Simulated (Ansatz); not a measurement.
# From PBE to G0W0: WS2 (Tungstenite)

Aim: the quasiparticle gap of WS2 (Tungstenite), starting from PBE.

Method: PBE, then G0W0 on it, plane waves, PAW, in Ansatz 0.2.0.

## 1. Starting point

It takes space group P6_3/mmc (No. 194, hexagonal). The conventional cell has a = 3.153 Å, b = 3.153 Å, c = 12.323 Å, α = 90.00°, β = 90.00°, γ = 120.00°. W has 6 S at 2.40 Å nearest. S has 3 W at 2.40 Å nearest. Farther neighbours and most contacts between anions are not listed.

The cell and positions come from the Crystallography Open Database and are kept as given unless a step says otherwise. Spin-orbit coupling is left out unless a step names it. The default PAW set here is soft_2. Its files were made with PBE.

## 2. The PBE band structure

Levels along a band path and on the mesh show where this functional puts the band edges.

This step: DFT, PBE, plane waves, PAW.

The input, input.yaml:

```yaml
crystal:
  lattice:
    - [3.1532, 0.0, 0.0]
    - [-1.5766, 2.7307513032, 0.0]
    - [0.0, 0.0, 12.323]
  atoms:
    - { symbol: W, position: [0.3333333333, 0.6666666667, 0.25] }
    - { symbol: W, position: [0.6666666667, 0.3333333333, 0.75] }
    - { symbol: S, position: [0.3333333333, 0.6666666667, 0.6225] }
    - { symbol: S, position: [0.6666666667, 0.3333333333, 0.1225] }
    - { symbol: S, position: [0.3333333333, 0.6666666667, 0.8775] }
    - { symbol: S, position: [0.6666666667, 0.3333333333, 0.3775] }
kpoints:
  mp_grid: { grid: [12, 12, 2] }
  band_path:
    path:
      - [[0.0, 0.0, 0.0], [0.5, 0.0, 0.0], [0.33333333, 0.33333333, 0.0], [0.0, 0.0, 0.0], [0.0, 0.0, 0.5], [0.5, 0.0, 0.5], [0.33333333, 0.33333333, 0.5], [0.0, 0.0, 0.5]]
      - [[0.5, 0.0, 0.5], [0.5, 0.0, 0.0]]
      - [[0.33333333, 0.33333333, 0.5], [0.33333333, 0.33333333, 0.0]]
    npoints: 10
hamiltonian:
  xc: pbe
scf:
  occupations: { method: fermi_dirac, width: 0.02 }
  n_extra_bands: 6
output:
  eigenvalues: true
  forces: true
  stress: true
  write_density: true
  write_potential: true
  elf: true
  volumetric_format: npy
```

Launch:

```sh
$ ansatz run input.yaml --threads 2 --pin off --max-ram 92160MiB --backend cuda --events-out ev --progress --plain --runs-dir out --devices 1 --max-vram 13GiB  # rebuilt from the run's record
```

Numbers of over 12 decimals in the logs are rounded to 6 here.

The log of the run:

```text
scf.n_extra_bands = 6 over 26 filled bands (N_el = 52.0): the run solves 32 bands
GPUs: using 1 of 1 available (devices: 1).
Engine: ansatz 0.2.0, x86_64-unknown-linux-gnu
Pseudopotentials: kind: paw
Pseudopotential: W, paw, valence charge 14, recommended cutoff 420 eV (normal), W.paw.azcp
Pseudopotential: S, paw, valence charge 6, recommended cutoff 420 eV (normal), S.paw.azcp
Functional definition: PBE
  parameter kappa = 0.804
  parameter beta = 0.066725
  exchange = pbe_x(kappa = kappa, mu = beta*pi^2/3)
  correlation = pbe_c(beta = beta)
device memory: the entry about to start is reckoned to put 2.7 GiB on a device that reports 71.7 GiB free (of which the cap on the GPU budget leaves the run 13.0 GiB)
GPU FFT provider: cuFFT
GPU libraries: cuBLAS 13.8.2, cuFFT 12.4.0, cuSOLVER 12.3.4
Crystal: 6 atoms, lattice volume = 106.108 Å³
Basis set: ecut = 420 eV, 2057 PW (Γ), exchange–correlation on 48×48×180 points (8 copies of the dense FFT grid, shifted against one another)
Bands: 32, of which v1, the nominal top of the filled ones, is band 26 counted from 1 (25 counted from 0)
Symmetry: 24 space group operations
Space group: P63/mmc (ITA 194), of the structure as read, at distance tolerance 4.7e-5 Å
k-points: 38 of 288
Non-local potential: W, projectors of the file, l = 0: 3, l = 1: 2, l = 2: 2, l = 3: 1
Non-local potential: S, projectors of the file, l = 0: 2, l = 1: 2, l = 2: 2
PAW form: soft (Blöchl's): semilocal exchange-correlation on the pseudo side does not see the compensation charge
PAW one-centre angular grid: W, 590 points (default); XC on 64 Gauss nodes
PAW one-centre angular grid: S, 110 points (default); XC on 64 Gauss nodes
Initial density: superposition of atomic densities (neutral atoms: chi_scale 0, normalization atom), corrected by the library's trained network
Initial wavefunctions: pseudopotential atomic-orbital guess
GPU buffer pool allocated for 51840 grid points (all kernels)
GPU transforms: local potential and band sums: pruned to the plane-wave sphere, on 24×24×90
Functional: x = pbe(κ = 0.804, μ = 0.219515), c = pbe(β = 0.066725)
SCF iter   1: F=—  HF=-24382.733772 eV  |F-HF|=—  |Δ(HF+E_count)|=         —  Δρ=5.20e-3  dr2=1.33e-2  ethr=1.77e-3  ⟨swp⟩=6.9  Hψ=5865  notcnv=0
preconditioner: auto → Resta (q_TF=auto, 2.423 Å⁻¹)  ε∞=7.5  [insulator: Δε(μ)=0.973 eV  Ē_g=8.457 eV  σ=0.020 eV  W_gap=1.00  n_scr=26 (ndim 8)  ℏωp=21.6 eV  f_vac=0.016  D(μ)=0.00/eV (n_scr^D=0)  ε∞_Penn≈7.5]
SCF iter   2: F=—  HF=-24382.738634 eV  |F-HF|=—  |Δ(HF+E_count)|=   4.86e-3  Δρ=2.82e-3  dr2=2.31e-3  ethr=2.56e-5  ⟨swp⟩=2.3  Hψ=2152  notcnv=0  defer=19
SCF iter   3: F=—  HF=-24382.742715 eV  |F-HF|=—  |Δ(HF+E_count)|=   4.08e-3  Δρ=1.03e-3  dr2=3.99e-4  ethr=4.45e-6  ⟨swp⟩=2.0  Hψ=1913  notcnv=0  defer=19
SCF iter   4: F=—  HF=-24382.743347 eV  |F-HF|=—  |Δ(HF+E_count)|=   6.32e-4  Δρ=7.75e-5  dr2=1.01e-5  ethr=7.68e-7  ⟨swp⟩=2.0  Hψ=1873  notcnv=0  defer=19
SCF iter   5: F=—  HF=-24382.743549 eV  |F-HF|=—  |Δ(HF+E_count)|=   2.01e-4  Δρ=2.17e-5  dr2=5.84e-7  ethr=1.95e-8  ⟨swp⟩=2.0  Hψ=1763  notcnv=0  defer=19
SCF iter   6: F=-24382.743549 eV  HF=-24382.743549 eV  |F-HF|=4.26e-8  |Δ(HF+E_count)|=   2.45e-7  Δρ=6.64e-6  dr2=6.03e-8  ethr=1.92e-10  ⟨swp⟩=11.8  Hψ=9459  notcnv=0
SCF 1 converged in 6 iterations: F = -24382.743549 eV  dr2 = 6.03e-8
  greatest PAW one-centre occupation: 1.000 electrons in one spin orbital (limit 2), on the W atom at site 1 (counted from 0), in its partial waves of l = 0
device memory: the entry about to start is reckoned to put 1.3 GiB on a device that reports 70.3 GiB free (of which the cap on the GPU budget leaves the run 13.0 GiB)
NSCF: frozen V_eff on 93 k-points
SCF converged after 6 iterations
Free energy (F): -24382.743549 eV
Harris-Foulkes:  -24382.743549 eV  (|F-HF|=4.26e-8)
Internal energy: -24382.743549 eV  (E = F + TS)
E sigma→0 (E₀):  -24382.743549 eV
Fermi energy:    12.243056 eV
--- Per-component energies (eV) ---
  E_band       = -370.206588
  E_kinetic    = 1334.906265
  E_local      = -3493.843113  (includes V_loc(G=0)·N_el)
  E_nonlocal   = 114.810623
  E_hartree    = 1387.807979
  E_xc         = -925.295092
  E_vxc        = -831.406469  (∫ρ·V_xc dr)
  E_paw        = -19526.365144  (= ΣΔE_a)
  E_vpaw       = -270.293418  (= ΣTr[D̂ρ^β])
  E_aug_tail   = -0.000124  (compensation charges beyond the density's cutoff)
  E_ewald      = -3274.764942
  E_smearing   = -0.000000  (= −TS)
  E_closure    = -0.000000  (closes the sum)
  Σ components = -24382.743549   (vs F -24382.743549, Δ=0.00e0)
--- Forces (eV/Å), atoms counted from 1 ---
  atom   1  W     -0.00000000    -0.00000000    -0.00000000
  atom   2  W      0.00000000     0.00000000     0.00000000
  atom   3  S      0.00000000    -0.00000000    -0.11202480
  atom   4  S      0.00000000     0.00000000    -0.11202480
  atom   5  S      0.00000000    -0.00000000     0.11202480
  atom   6  S      0.00000000     0.00000000     0.11202480
  max |Σ_I F_I| component: 2.78e-17 eV/Å
--- Stress (GPa, compression-positive) ---
        4.377845       0.000000      -0.000000
        0.000000       4.377845       0.000000
       -0.000000       0.000000       4.349057
  P = ⅓ Tr σ = 4.3682 GPa (43.682 kbar)
--- Band table (eV; the first three rows and the last of 38) ---
  k-point 0: bands = [... 22 lower, 9.5826, 10.2601, 10.5466, 11.7729, 14.0830, 14.0830, 14.0935, 14.0935, ... 2 higher]
  k-point 1: bands = [... 22 lower, 9.5558, 9.5558, 11.4548, 11.4548, 14.0756, 14.0756, 14.0756, 14.0756, ... 2 higher]
  k-point 2: bands = [... 22 lower, 9.5850, 10.4290, 10.5611, 11.5473, 13.9545, 13.9825, 14.0176, 14.0424, ... 2 higher]
  k-point 37: bands = [... 22 lower, 8.6639, 8.6639, 11.1187, 11.1187, 13.0733, 13.0733, 14.3555, 14.3555, ... 2 higher]
```

Run time: 6.5 s. Hardware: 1 × NVIDIA H100 80GB HBM3 (shared by 6 runs) with 2 threads of AMD EPYC 7R13 (Zen 3), shared host; peak memory 0.98 GiB.

The column dr2 measures how far the density is from self-consistency, as an energy; F and HF (Harris–Foulkes) agree once it is small.

Numbers from this step:

```yaml
pressure: 4.368 GPa
filled_bands: 26
gap: 0.9762 eV
valence_top_at: Γ
conduction_bottom_at: k = (0.167, 0.167, 0.000)
least_direct_gap: 1.839 eV
```

Over mesh and path the gap is 0.976 eV, from k = Γ to k = (0.167, 0.167, 0.000). The least direct gap found is 1.839 eV, at k = (0.333, 0.333, 0.000). The pressure in this cell is 4 GPa; the cell is kept.

Electronic bands along the path, in eV, zero at the top of the highest nominally filled band:

| point | band 23 | band 24 | band 25 | band 26 | band 27 | band 28 | band 29 | band 30 |
| --- | --- | --- | --- | --- | --- | --- | --- | --- |
| Γ | -2.19 | -1.51 | -1.23 | 0.00 | 2.31 | 2.31 | 2.32 | 2.32 |
| halfway | -2.57 | -1.88 | -1.63 | -1.49 | 1.35 | 1.85 | 2.07 | 2.30 |
| M | -1.97 | -1.76 | -1.71 | -1.53 | 2.32 | 2.37 | 2.60 | 2.90 |
| halfway | -3.01 | -2.62 | -1.22 | -0.96 | 1.95 | 2.06 | 2.69 | 2.90 |
| K | -2.93 | -2.93 | -0.75 | -0.54 | 1.30 | 1.30 | 2.05 | 3.28 |
| halfway | -2.11 | -1.85 | -1.54 | -1.51 | 0.98 | 1.83 | 2.07 | 2.19 |
| Γ | -2.19 | -1.51 | -1.23 | 0.00 | 2.31 | 2.31 | 2.32 | 2.32 |
| halfway | -2.20 | -2.13 | -0.74 | -0.08 | 2.31 | 2.31 | 2.31 | 2.31 |
| A | -2.22 | -2.22 | -0.32 | -0.32 | 2.30 | 2.30 | 2.30 | 2.30 |
| halfway | -2.35 | -2.35 | -1.51 | -1.51 | 1.77 | 1.77 | 1.95 | 1.95 |
| L | -1.86 | -1.86 | -1.60 | -1.60 | 2.34 | 2.34 | 2.78 | 2.78 |
| halfway | -2.88 | -2.88 | -1.08 | -1.08 | 2.01 | 2.01 | 2.86 | 2.86 |
| H | -3.11 | -3.11 | -0.65 | -0.65 | 1.30 | 1.30 | 2.58 | 2.58 |
| halfway | -2.04 | -2.04 | -1.52 | -1.52 | 1.38 | 1.38 | 2.21 | 2.21 |
| A | -2.22 | -2.22 | -0.32 | -0.32 | 2.30 | 2.30 | 2.30 | 2.30 |
| jump to L | -1.86 | -1.86 | -1.60 | -1.60 | 2.34 | 2.34 | 2.78 | 2.78 |
| halfway | -1.94 | -1.79 | -1.67 | -1.55 | 2.33 | 2.36 | 2.66 | 2.87 |
| M | -1.97 | -1.76 | -1.71 | -1.53 | 2.32 | 2.37 | 2.60 | 2.90 |
| jump to H | -3.11 | -3.11 | -0.65 | -0.65 | 1.30 | 1.30 | 2.58 | 2.58 |
| halfway | -3.01 | -3.01 | -0.72 | -0.58 | 1.30 | 1.30 | 2.20 | 3.04 |
| K | -2.93 | -2.93 | -0.75 | -0.54 | 1.30 | 1.30 | 2.05 | 3.28 |

Valence density in the ac plane at fractional y = 0.333, with atoms of W and S within 0.2 Å of it. It is the smooth field of the valence electrons, not physical close to the nuclei.

Ten steps, logarithmic in the rise over the least value, from '_' (0.0 e/Å³) to '@' (5.2 e/Å³), each cell a mean:
```
..............__________________
------------::::....______....::
====++++++====----::::::::::----
==++++++++======================
==============++##%%%%%%%%##**++
====------==**%%@@@@@@@@@@@@%%**
====----====++##%%@@@@@@@@@@%%**
==============++++**####****++==
==++++++++======--------------==
============----::::......::::--
::::----::::::....__________....
________________________________
..__________..::----====----::::
--::......::--++++**********++==
==--::::--==++******====++****++
==--------==++********++******++
==============++++++++++++++++==
==++******++======----------====
==++++++++++====================
====----====++++************++++
==--------==++******++==++****++
==--::::::--==++**************++
::..____..::--==++++++++++++==--
______________..::::::::::::....
```
Columns run along a (3.2 Å), rows up along c (12.3 Å). Atoms in or near the plane, at fractional coordinates: W at (0.67, 0.75), S at (0.67, 0.12), S at (0.67, 0.38).

Electrostatic potential energy in the ac plane at fractional y = 0.333, with atoms of W and S within 0.2 Å of it. With pseudopotentials it is smooth inside the atoms' cores, unlike the true potential.

Ten even steps from '_' (-41 eV) to '@' (16 eV), each cell a mean:
```
@@@@@@@@@@@@@@@@@@@@@@@@@@@@@@@@
@@@@%%%%@@@@@@@@@@@@@@@@@@@@@@@@
%%%%######%%%%@@@@@@@@@@@@@@@@@@
%%%%%%%%%%%%%%%%%%%%####%%%%%%%%
%%%%@@@@%%%%##**==::::..::--++##
##%%@@@@%%##++::____________..==
##%%@@@@%%%%**--____________::++
%%%%%%%%%%%%%%##**++====++**##%%
%%%%######%%%%@@@@@@%%%%@@@@@@%%
%%%%%%%%%%%%@@@@@@@@@@@@@@@@@@@@
@@@@@@@@@@@@@@@@@@@@@@@@@@@@@@@@
@@@@@@@@@@@@@@@@@@@@@@@@@@@@@@@@
@@@@@@@@@@@@@@@@@@@@@@@@@@@@@@@@
@@@@@@@@@@@@@@%%**========++##%%
%%@@@@@@@@@@##++::::--==--::==##
%%@@@@@@@@%%%%**--::::::::--++##
%%%%######%%%%%%####****####%%%%
##**++++++**##%%%%@@@@@@@@%%%%%%
##********####%%%%%%%%%%%%%%%%%%
%%%%%%%%%%%%%%##**++======**##%%
%%@@@@@@@@%%##++::::----::::==##
%%@@@@@@@@@@%%++--::----::::++##
@@@@@@@@@@@@@@%%%%##******##%%@@
@@@@@@@@@@@@@@@@@@@@@@@@@@@@@@@@
```
Columns run along a (3.2 Å; values clipped at the 3rd and 97th percentile), rows up along c (12.3 Å). Atoms in or near the plane, at fractional coordinates: W at (0.67, 0.75), S at (0.67, 0.12), S at (0.67, 0.38).

[end of part 1 of 2]

[Paths, hosts, dates, memory and timing lines, banners, echoed tables and standing remarks are left out of the program output.]

[Logs are printed without paths, hosts, clocks, repeated set-up lines and the standing remarks that a program may print on its own settings, such as how far it seeks lower states.]

[Runs of the session that timed out or met a known fault of the program may be left out.]

[Cells called generated may have been cut or substituted from an entry of the Crystallography Open Database or the Materials Project.]

[Hosts, paths, dates, database ids (printed as entryN), source tags and the programs' standing remarks are cut or masked in the printed files.]

[Where an RPA ε∞ is given, it is that of the G0W0 mesh and is not shown converged in it. Names of k-points follow the symmetry that the program found, which can be lower than the space group named. Band edges on a path are those of the sampled points; other points can move an edge, and change direct to indirect where valleys lie close.]

[Hybrid gaps are those of their k-mesh and are not shown converged in it.]
